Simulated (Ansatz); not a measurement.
## Structural relaxation of bare Ca-Sr alloy nanowire along [110] (30 atoms)

Wanted: the relaxed structure of bare Ca-Sr alloy nanowire along [110] (30 atoms) and its electronic structure.

Calculated with Ansatz 0.2.0; Kohn-Sham DFT, PBE, PAW (set soft_2), plane waves.

### Step 1. Starting point

The cell holds 30 atoms: 20 Ca and 10 Sr. Cell: a = 20.176 Å, b = 24.805 Å, c = 7.903 Å, α = 90.0°, β = 90.0°, γ = 90.0°. It derives from Ca (fcc) and Sr. Diamond section of size parameter 9.53 Å cut from fcc Ca (a = 5.588 Å) along [110], 2 periods, 9 Å of vacuum, 10 atoms Sr at random; not relaxed, displaced by a Gaussian of 0.02 Å. Vacuum lies along a and b. The structure repeats along c.

What the set-up can't give: The host structure and its lattice constant were typed by rule, without a check against the phase diagram.

### Step 2. Single point at the start

The forces at the start show how far the geometry lies from a minimum of this functional.

input.yaml reads:

```yaml
crystal:
  lattice:
    - [20.176, 0.0, 0.0]
    - [0.0, 24.80525, 0.0]
    - [0.0, 0.0, 7.90263]
  atoms:
    - { symbol: Ca, position: [0.36086, 0.26087, 0.24475] }
    - { symbol: Sr, position: [0.36123, 0.26083, 0.75089] }
    - { symbol: Ca, position: [0.36304, 0.42074, 0.24944] }
    - { symbol: Sr, position: [0.36226, 0.42023, 0.74817] }
    - { symbol: Ca, position: [0.22356, 0.4992, 0.99833] }
    - { symbol: Ca, position: [0.36215, 0.58083, 0.25061] }
    - { symbol: Sr, position: [0.2231, 0.49936, 0.50297] }
    - { symbol: Sr, position: [0.36099, 0.57831, 0.75264] }
    - { symbol: Ca, position: [0.36142, 0.74003, 0.24605] }
    - { symbol: Sr, position: [0.36142, 0.74011, 0.74686] }
    - { symbol: Sr, position: [0.50005, 0.18147, 0.0044] }
    - { symbol: Sr, position: [0.63685, 0.26255, 0.24918] }
    - { symbol: Sr, position: [0.50164, 0.18107, 0.49815] }
    - { symbol: Ca, position: [0.63764, 0.26196, 0.74987] }
    - { symbol: Ca, position: [0.5001, 0.34086, 0.00228] }
    - { symbol: Ca, position: [0.63789, 0.42062, 0.24939] }
    - { symbol: Ca, position: [0.49999, 0.3416, 0.50666] }
    - { symbol: Ca, position: [0.63722, 0.42062, 0.74847] }
    - { symbol: Sr, position: [0.49857, 0.50011, 0.0008] }
    - { symbol: Ca, position: [0.63991, 0.57919, 0.2519] }
    - { symbol: Ca, position: [0.50135, 0.49964, 0.50157] }
    - { symbol: Ca, position: [0.63835, 0.58044, 0.75254] }
    - { symbol: Ca, position: [0.49991, 0.6604, 0.99963] }
    - { symbol: Ca, position: [0.63896, 0.73912, 0.25147] }
    - { symbol: Sr, position: [0.49962, 0.65949, 0.49995] }
    - { symbol: Ca, position: [0.63861, 0.73901, 0.74679] }
    - { symbol: Ca, position: [0.50162, 0.82094, 0.001] }
    - { symbol: Ca, position: [0.499, 0.81836, 0.49971] }
    - { symbol: Ca, position: [0.77625, 0.5008, 0.99794] }
    - { symbol: Ca, position: [0.77709, 0.49901, 0.49776] }
kpoints:
  mp_grid: { grid: [1, 1, 3] }
hamiltonian:
  xc: pbe
scf:
  occupations: { method: methfessel_paxton, width: 0.15 }
output:
  forces: true
```

Launch:

```
$ ansatz run input.yaml --threads 4 --pin off --max-ram 8192MiB --backend cpu --events-out ev --progress --plain --runs-dir out
```

Numbers of over 12 decimals in the logs are rounded to 6 here.

The program printed:

```text
Engine: ansatz 0.2.0, x86_64-unknown-linux-gnu
Pseudopotentials: kind: paw
Pseudopotential: Ca, paw, valence charge 10, recommended cutoff 420 eV (normal), Ca.paw.azcp
Pseudopotential: Sr, paw, valence charge 10, recommended cutoff 420 eV (normal), Sr.paw.azcp
[... 5 lines on functional and potentials left out ...]
Crystal: 30 atoms, lattice volume = 3955.035 Å³
Basis set: ecut = 420 eV, 77311 PW (Γ), exchange–correlation on 270×360×108 points (8 copies of the dense FFT grid, shifted against one another)
Bands: 180, of which v1, the nominal top of the filled ones, is band 150 counted from 1 (149 counted from 0)
Symmetry: 1 space group operations
Space group: P1 (ITA 1), of the structure as read, at distance tolerance 1.6e-4 Å
k-points: 2 of 3 (time reversal used)
[... 5 lines on functional and potentials left out ...]
Initial density: superposition of atomic densities (neutral atoms: chi_scale 0, normalization atom), corrected by the library's trained network
Initial wavefunctions: pseudopotential atomic-orbital guess
Functional: x = pbe(κ = 0.804, μ = 0.219515), c = pbe(β = 0.066725)
SCF iter   1: F=—  HF=-71767.067256 eV  |F-HF|=—  |Δ(HF+E_count)|=         —  Δρ=3.17e-3  dr2=1.47e1  ethr=1.77e-3  ⟨swp⟩=15.5  Hψ=2229  notcnv=0
preconditioner: auto → LDOS  [metal: Δε(μ)=0.019 eV  Ē_g=1.693 eV  σ=0.150 eV  W_gap=0.11  n_scr=372 (ndim 8)  ℏωp=4.6 eV  f_vac=0.538  D(μ)=57.59/eV (n_scr^D=282)  β→1.0]
SCF iter   2: F=—  HF=-71766.452661 eV  |F-HF|=—  |Δ(HF+E_count)|=   6.15e-1  S|Δr|=    0.00e0  Δρ=1.52e-3  dr2=3.79e-1  ethr=1.77e-3  ⟨swp⟩=3.5  Hψ=528  notcnv=0
SCF iter   3: F=—  HF=-71766.465607 eV  |F-HF|=—  |Δ(HF+E_count)|=   1.29e-2  S|Δr|=    0.00e0  Δρ=8.44e-4  dr2=2.77e-1  ethr=1.26e-4  ⟨swp⟩=3.0  Hψ=856  notcnv=0
SCF iter   4: F=—  HF=-71766.456578 eV  |F-HF|=—  |Δ(HF+E_count)|=   9.03e-3  S|Δr|=    0.00e0  Δρ=3.23e-4  dr2=5.89e-2  ethr=9.23e-5  ⟨swp⟩=2.0  Hψ=484  notcnv=0
SCF iter   5: F=—  HF=-71766.454861 eV  |F-HF|=—  |Δ(HF+E_count)|=   1.72e-3  S|Δr|=    0.00e0  Δρ=1.19e-4  dr2=3.66e-3  ethr=1.96e-5  ⟨swp⟩=2.0  Hψ=372  notcnv=0
SCF iter   6: F=—  HF=-71766.455197 eV  |F-HF|=—  |Δ(HF+E_count)|=   3.36e-4  S|Δr|=    0.00e0  Δρ=5.31e-5  dr2=3.51e-4  ethr=1.22e-6  ⟨swp⟩=3.0  Hψ=680  notcnv=0
SCF iter   7: F=—  HF=-71766.455226 eV  |F-HF|=—  |Δ(HF+E_count)|=   2.89e-5  S|Δr|=    0.00e0  Δρ=2.03e-5  dr2=5.15e-5  ethr=1.17e-7  ⟨swp⟩=2.0  Hψ=626  notcnv=0
SCF iter   8: F=—  HF=-71766.455850 eV  |F-HF|=—  |Δ(HF+E_count)|=   6.24e-4  S|Δr|=    0.00e0  Δρ=9.47e-6  dr2=1.16e-5  ethr=1.72e-8  ⟨swp⟩=3.0  Hψ=642  notcnv=0
SCF iter   9: F=—  HF=-71766.455850 eV  |F-HF|=—  |Δ(HF+E_count)|=   6.04e-8  S|Δr|=    0.00e0  Δρ=3.15e-6  dr2=1.15e-6  ethr=3.86e-9  ⟨swp⟩=2.0  Hψ=612  notcnv=0
SCF iter  10: F=—  HF=-71766.455850 eV  |F-HF|=—  |Δ(HF+E_count)|=   9.54e-8  S|Δr|=    0.00e0  Δρ=1.28e-6  dr2=2.12e-7  ethr=3.82e-10  ⟨swp⟩=3.0  Hψ=650  notcnv=0
SCF iter  11: F=-71766.455850 eV  HF=-71766.455850 eV  |F-HF|=2.47e-8  |Δ(HF+E_count)|=   1.96e-8  S|Δr|=    0.00e0  Δρ=5.72e-7  dr2=4.95e-8  ethr=3.33e-11  ⟨swp⟩=6.0  Hψ=1169  notcnv=0
SCF 1 converged in 11 iterations: F = -71766.455850 eV  dr2 = 4.95e-8
  greatest PAW one-centre occupation: 0.996 electrons in one spin orbital (limit 2), on the Ca atom at site 4 (counted from 0), in its partial waves of l = 0
SCF converged after 11 iterations
Stability not checked: this state was not tested for a lower state beside it, because cold or Methfessel-Paxton smearing, or corrected tetrahedra, fill the levels in a way that the test cannot read (fill_not_monotonic; see scf.lower_state_search)
Free energy (F): -71766.455850 eV
Harris-Foulkes:  -71766.455850 eV  (|F-HF|=2.47e-8)
Internal energy: -71766.393229 eV  (E = F + TS)
E sigma→0 (E₀):  -71766.440195 eV
Entropy (-TS):   -0.062621 eV (-2.087 meV/atom)
Fermi energy:    0.176136 eV
Step filling:    the computed levels leave a gap of 0.0195 eV = 0.1 smearing widths at the electron count; against every level under it full and every level over it empty, smearing changes F+E_penalty+E_count by -22.551 meV and its σ→0 estimate by -6.896 meV
--- Per-component energies (eV) ---
  E_band       = -6397.661459
  E_kinetic    = 7910.875337
  E_local      = -97292.046544  (includes V_loc(G=0)·N_el)
  E_nonlocal   = 3304.406628
  E_hartree    = 43169.110739
  E_xc         = -4417.348981
  E_vxc        = -4963.070059  (∫ρ·V_xc dr)
  E_paw        = -44111.568037  (= ΣΔE_a)
  E_vpaw       = -1696.067926  (= ΣTr[D̂ρ^β])
  E_aug_tail   = -0.000134  (compensation charges beyond the density's cutoff)
  E_ewald      = 19670.177763
  E_smearing   = -0.062621  (= −TS)
  E_closure    = 0.000000  (closes the sum)
  Σ components = -71766.455850   (vs F -71766.455850, Δ=0.00e0)
--- Forces (eV/Å), atoms counted from 1 ---
  atom   1  Ca     0.08413330     0.19737409     0.11349407
  atom   2  Sr    -0.26740681    -0.03730268    -0.06787562
  atom   3  Ca    -0.02353185    -0.03660608     0.00130588
  atom   4  Sr    -0.06168704    -0.13081964     0.04963609
  atom   5  Ca     0.05103874    -0.00881224     0.16215375
  atom   6  Ca    -0.07577690    -0.02977248    -0.02586082
  atom   7  Sr    -0.30965997    -0.00206210    -0.20245654
  atom   8  Sr    -0.07195595     0.16981343     0.03692516
  atom   9  Ca     0.13764697    -0.06024602    -0.02700703
  atom  10  Sr    -0.19471857     0.13597555     0.07287878
  atom  11  Sr    -0.01024058    -0.18426511    -0.11595984
  atom  12  Sr     0.33111279     0.08997278     0.03090244
  atom  13  Sr    -0.06796782    -0.16815969     0.08588673
  atom  14  Ca    -0.04855750     0.15165615     0.00670769
[...]
atom  29  Ca    -0.13729918    -0.01846242    -0.00658404
  atom  30  Ca    -0.15110460     0.00384613     0.03315862
  max |Σ_I F_I| component: 4.30e-5 eV/Å
```

Run time: 36 s. Hardware: 4 threads of Intel Xeon Platinum 8488C (Sapphire Rapids), shared host; peak memory 5.4 GiB; 2.3 min of CPU time.

Numbers from this run:

| Quantity | Value |
| --- | --- |
| free energy | -71766.4559 eV |
| free energy per atom | -2392.2152 eV/atom |
| SCF cycles | 11 |
| r.m.s. force component | 0.1095 eV/Å |
| longest force | 0.37 eV/Å |
| Fermi energy | 0.1761 eV |

The r.m.s. force component of 0.11 eV/Å sets the starting point.

Neighbours are counted within 4.40 Å (Ca-Ca), 4.45 Å (Ca-Sr), 4.40 Å (Sr-Sr).

Length of the force by element and coordination:

```
element  coordination  atoms  mean length of the force (eV/Å)  spread   least   most
     Ca           all     20                            0.137  0.0502  0.0435  0.243
     Ca             6      3                            0.155  0.0129   0.139  0.170
     Ca             7      7                            0.167  0.0355   0.125  0.243
     Ca            10      6                           0.0884  0.0366  0.0435  0.144
     Ca            12      4                            0.143  0.0543  0.0647  0.217
     Sr           all     10                            0.248  0.0658   0.153   0.37
     Sr             6      1                             0.37       0    0.37   0.37
     Sr             7      5                            0.258  0.0508   0.201  0.344
     Sr            10      2                            0.171  0.0176   0.153  0.188
     Sr            12      2                            0.238  0.0331   0.205  0.271
```

### Step 3. Relaxation

With the cell held, the atoms are moved downhill towards a nearby minimum.

Changes to input.yaml since step 2:

```diff
@@ -15 +15,4 @@
   forces: true
+relax:
+  f_tol: 0.05
+  max_steps: 54
```

The program printed:

```text
[...]
Crystal: 30 atoms, lattice volume = 3955.035 Å³
Basis set: ecut = 420 eV, 77311 PW (Γ), exchange–correlation on 270×360×108 points (8 copies of the dense FFT grid, shifted against one another)
Bands: 180, of which v1, the nominal top of the filled ones, is band 150 counted from 1 (149 counted from 0)
Symmetry: 1 space group operations
[...]
k-points: 2 of 3 (time reversal used)
[...]
SCF iter   1: F=—  HF=-71767.067257 eV  |F-HF|=—  |Δ(HF+E_count)|=         —  Δρ=3.17e-3  dr2=1.47e1  ethr=1.77e-3  ⟨swp⟩=15.5  Hψ=2229  notcnv=0
[...]
SCF iter   7: F=-71766.455824 eV  HF=-71766.455848 eV  |F-HF|=2.32e-5  |Δ(HF+E_count)|=   2.79e-6  S|Δr|=    0.00e0  Δρ=2.02e-5  dr2=4.94e-5  ethr=2.08e-8  ⟨swp⟩=5.0  Hψ=1402  notcnv=0
SCF 1 converged in 7 iterations: F = -71766.455824 eV  dr2 = 4.94e-5
[...]
relax step   1: F+E_penalty+E_count = -71766.45582440 eV  Δ(F+E_penalty+E_count) = +0.000e0 eV  max|allowed force component| = 3.312e-1 eV/Å  Δτ_max = 0.0000 Å  (7 SCF iters, dr2 threshold 6.25e-5 eV, accepted)
[...]
relax step   2: F+E_penalty+E_count = -71766.67308948 eV  Δ(F+E_penalty+E_count) = -2.173e-1 eV  max|allowed force component| = 1.827e-1 eV/Å  Δτ_max = 0.1406 Å  (7 SCF iters, dr2 threshold 6.85e-6 eV, accepted)
[...]
relax step   3: F+E_penalty+E_count = -71766.77325254 eV  Δ(F+E_penalty+E_count) = -1.002e-1 eV  max|allowed force component| = 7.184e-2 eV/Å  Δτ_max = 0.2000 Å  (10 SCF iters, accepted)
relax step   4: F+E_penalty+E_count = -71766.78881140 eV  Δ(F+E_penalty+E_count) = -1.556e-2 eV  max|allowed force component| = 2.156e-2 eV/Å  Δτ_max = 0.0890 Å  (10 SCF iters, accepted)
relax step   5: F+E_penalty+E_count = -71766.79284847 eV  Δ(F+E_penalty+E_count) = -4.037e-3 eV  max|allowed force component| = 1.313e-2 eV/Å  Δτ_max = 0.0449 Å  (9 SCF iters, accepted)
relax step   6: F+E_penalty+E_count = -71766.80024743 eV  Δ(F+E_penalty+E_count) = -7.399e-3 eV  max|allowed force component| = 1.377e-2 eV/Å  Δτ_max = 0.1116 Å  (9 SCF iters, accepted)
[...]
relax step   7: F+E_penalty+E_count = -71766.81329993 eV  Δ(F+E_penalty+E_count) = -1.305e-2 eV  max|allowed force component| = 2.554e-2 eV/Å  Δτ_max = 0.1873 Å  (9 SCF iters, accepted)
SCF converged after 9 iterations
[...]
Free energy (F): -71766.813300 eV
[...]
Internal energy: -71766.751591 eV  (E = F + TS)
E sigma→0 (E₀):  -71766.797873 eV
Entropy (-TS):   -0.061709 eV (-2.057 meV/atom)
Fermi energy:    0.209336 eV
[...]
--- Forces (eV/Å), atoms counted from 1 ---
  atom   1  Ca     0.02138342    -0.00916238    -0.00315271
  atom   2  Sr    -0.02553508    -0.02249772    -0.00044203
  atom   3  Ca    -0.00484091     0.00155589     0.01106634
  atom   4  Sr    -0.00080519    -0.00931273    -0.00205960
  atom   5  Ca     0.00798745     0.01541308     0.01045328
  atom   6  Ca    -0.00963375    -0.00362666     0.01306963
  atom   7  Sr     0.00742501     0.01149310     0.00598935
  atom   8  Sr     0.00641758    -0.00429946     0.00402855
  atom   9  Ca     0.01135405    -0.00094229    -0.01469125
  atom  10  Sr     0.00291149    -0.01066724    -0.01268486
  atom  11  Sr     0.00095428    -0.00199481    -0.00390110
  atom  12  Sr    -0.01096904    -0.00082905    -0.00971489
  atom  13  Sr     0.00145454    -0.00693606    -0.00906417
  atom  14  Ca     0.00759041     0.01775041    -0.00499813
[...]
atom  29  Ca    -0.01216320    -0.01391209     0.00517100
  atom  30  Ca    -0.01567183    -0.01867569     0.00154682
  max |Σ_I F_I| component: 6.35e-5 eV/Å
--- Relaxed structure (7 steps of the walk, 7 accepted, 0 SCFs on fresh bases) ---
  F+E_penalty+E_count = -71766.81329993 eV   max|allowed force component| = 2.554e-2 eV/Å
  atoms:
    - { symbol: Ca, position: [0.367934, 0.267664, 0.248774] }
    - { symbol: Sr, position: [0.359076, 0.258504, 0.748270] }
    - { symbol: Ca, position: [0.358531, 0.421637, 0.265068] }
    - { symbol: Sr, position: [0.355603, 0.420192, 0.762606] }
[...]
- { symbol: Ca, position: [0.769794, 0.487362, 0.513631] }
```

Wall time 3.5 min (4 threads); peak memory 5.5 GiB.

The steps of the relaxation:

```
step  energy less that of the first step (eV)  largest force component (eV/Å)
   1                                   0.0000                          0.3312
   2                                  -0.2173                          0.1827
   3                                  -0.3174                          0.0718
   4                                  -0.3330                          0.0216
   5                                  -0.3370                          0.0131
   6                                  -0.3444                          0.0138
   7                                  -0.3575                          0.0255
```

The atoms that moved most (Å):

```
atom      dx      dy      dz  length
Sr12   0.484   0.396  -0.015   0.625
 Sr7  -0.438  -0.167   0.072   0.474
Ca27   0.228  -0.303  -0.258   0.458
Ca28   0.284  -0.175  -0.273   0.431
Ca29  -0.160  -0.359   0.129   0.414
 Sr8  -0.324   0.227   0.119   0.413
Sr10  -0.069   0.306  -0.212   0.379
Ca14   0.141   0.331  -0.022   0.361
```

Final coordinates:

```cif
data_structure
_symmetry_space_group_name_H-M 'P 1'
_symmetry_Int_Tables_number 1
_cell_length_a 20.1760
_cell_length_b 24.8053
_cell_length_c 7.9026
_cell_angle_alpha 90.000
_cell_angle_beta 90.000
_cell_angle_gamma 90.000
_cell_volume 3955.03
loop_
_atom_site_label
_atom_site_type_symbol
_atom_site_fract_x
_atom_site_fract_y
_atom_site_fract_z
_atom_site_occupancy
Ca1 Ca 0.36793 0.26766 0.24877 1
Sr2 Sr 0.35908 0.25850 0.74827 1
Ca3 Ca 0.35853 0.42164 0.26507 1
Sr4 Sr 0.35560 0.42019 0.76261 1
Ca5 Ca 0.21708 0.49390 0.01877 1
Ca6 Ca 0.35005 0.57915 0.26707 1
Sr7 Sr 0.20141 0.49262 0.51208 1
Sr8 Sr 0.34492 0.58746 0.76767 1
Ca9 Ca 0.36937 0.73669 0.21735 1
Sr10 Sr 0.35800 0.75246 0.72009 1
Sr11 Sr 0.51427 0.18528 0.99898 1
Sr12 Sr 0.66082 0.27852 0.24730 1
Sr13 Sr 0.51431 0.18609 0.49591 1
Ca14 Ca 0.64464 0.27531 0.74704 1
Ca15 Ca 0.50102 0.34234 0.00691 1
Ca16 Ca 0.62689 0.42905 0.26772 1
Ca17 Ca 0.50016 0.34387 0.50391 1
Ca18 Ca 0.62913 0.42382 0.76305 1
Sr19 Sr 0.49368 0.50536 0.01777 1
Ca20 Ca 0.64337 0.57839 0.26281 1
Ca21 Ca 0.49431 0.50242 0.51554 1
Ca22 Ca 0.64075 0.57457 0.76223 1
Ca23 Ca 0.50259 0.65977 0.98894 1
Ca24 Ca 0.64330 0.73137 0.22004 1
Sr25 Sr 0.49994 0.65873 0.48973 1
Ca26 Ca 0.64536 0.72886 0.72305 1
Ca27 Ca 0.51291 0.80873 0.96840 1
Ca28 Ca 0.51309 0.81132 0.46517 1
Ca29 Ca 0.76833 0.48631 0.01428 1
Ca30 Ca 0.76979 0.48736 0.51363 1
```

The relaxation changed the energy by -11.9 meV/atom, and atoms moved by 0.30 Å r.m.s., 0.62 Å at most.

### Step 4. Local order after relaxation

Bonds before and after, by the cutoffs listed below:

```
 pair  bonds before  bonds after  mean before (Å)  mean after (Å)  spread before (Å)  spread after (Å)
Ca-Ca            60           60            3.951           3.896              0.025             0.101
Ca-Sr            55           55            3.953           3.987              0.026             0.092
Sr-Sr            15           15            3.950           4.116              0.033             0.092
```

Normalised to the volume that the atoms fill. Pair distribution functions g(r), in bins of 0.1 Å:

```
r (Å)  total  Ca-Ca  Ca-Sr  Sr-Sr
 3.55   0.00   0.00   0.00   0.00
 3.65   0.24   0.55   0.00   0.00
 3.75   2.80   5.25   1.04   0.00
 3.85   4.02   7.04   2.00   0.00
 3.95  13.30  14.80  14.20   3.81
 4.05   3.44   0.91   5.91   3.67
 4.15   2.50   0.44   2.15  12.20
 4.25   1.10   0.41   0.41   6.65
 4.35   0.00   0.00   0.00   0.00
 4.45   0.00   0.00   0.00   0.00
 4.55   0.00   0.00   0.00   0.00
 4.65   0.00   0.00   0.00   0.00
 4.75   0.00   0.00   0.00   0.00
 4.85   0.00   0.00   0.00   0.00
 4.95   0.00   0.00   0.00   0.00
 5.05   0.00   0.00   0.00   0.00
 5.15   0.12   0.00   0.28   0.00
 5.25   0.24   0.27   0.27   0.00
 5.35   0.92   1.30   0.52   1.05
 5.45   0.44   0.50   0.49   0.00
 5.55   1.71   1.45   2.39   0.00
 5.65   0.83   0.70   0.93   0.94
 5.75   0.70   0.45   1.13   0.00
 5.85   0.19   0.00   0.43   0.00
 5.95   0.37   0.21   0.63   0.00
 6.05   0.18   0.00   0.41   0.00
 6.15   0.17   0.39   0.00   0.00
 6.25   0.00   0.00   0.00   0.00
 6.35   0.00   0.00   0.00   0.00
 6.45   0.24   0.18   0.35   0.00
 6.55   0.46   0.86   0.17   0.00
 6.65   0.90   1.01   1.01   0.00
 6.75   2.54   3.92   1.63   0.66
 6.85   4.37   5.55   3.80   1.90
 6.95   2.26   1.54   2.31   4.94
 7.05   1.13   0.75   1.20   2.40
 7.15   0.52   0.00   0.73   1.75
 7.25   0.31   0.00   0.28   1.68
 7.35   0.12   0.00   0.14   0.55
 7.45   0.18   0.14   0.27   0.00
 7.55   0.35   0.65   0.13   0.00
 7.65   0.23   0.51   0.00   0.00
 7.75   0.11   0.25   0.00   0.00
 7.85   0.70   0.96   0.60   0.00
```

Neighbours by pair of elements; one cutoff, the widest of the pairs' first minima of g(r), serves all pairs of this metal:

```
pair A-B  cutoff (Å)  bonds  mean length (Å)  spread (Å)  shortest (Å)  B about A  A about B
   Ca-Ca        4.63     60             3.90       0.101          3.70          6          6
   Ca-Sr        4.63     55             3.99       0.092          3.80       2.75        5.5
   Sr-Sr        4.63     15             4.12       0.092          3.93          3          3
```

How many atoms have how many bonded neighbours:

```
element  mean  6  7  10  12
     Ca  8.75  3  7   6   4
     Sr   8.5  1  5   2   2
```

Bond length by coordination (bonds to H left out):

```
element  coordination  atoms  mean bond length (Å)
     Ca             6      3                  3.90
     Ca             7      7                  3.91
     Ca            10      6                  3.92
     Ca            12      4                  3.96
     Sr             6      1                  4.09
     Sr             7      5                  4.05
     Sr            10      2                  4.06
     Sr            12      2                  3.98
```

Counting bonds as in the table, 35 % of Ca atoms have 7 and 50 % of Sr atoms have 7 bonded neighbours.

(Part 1 of 2 ends here.)

[Logs are printed without paths, hosts, clocks, repeated set-up lines and the standing remarks that a program may print on its own settings, such as how far it seeks lower states.]

[Hosts, paths, dates, database ids (printed as entryN), source tags and the programs' standing remarks are cut or masked in the printed files.]
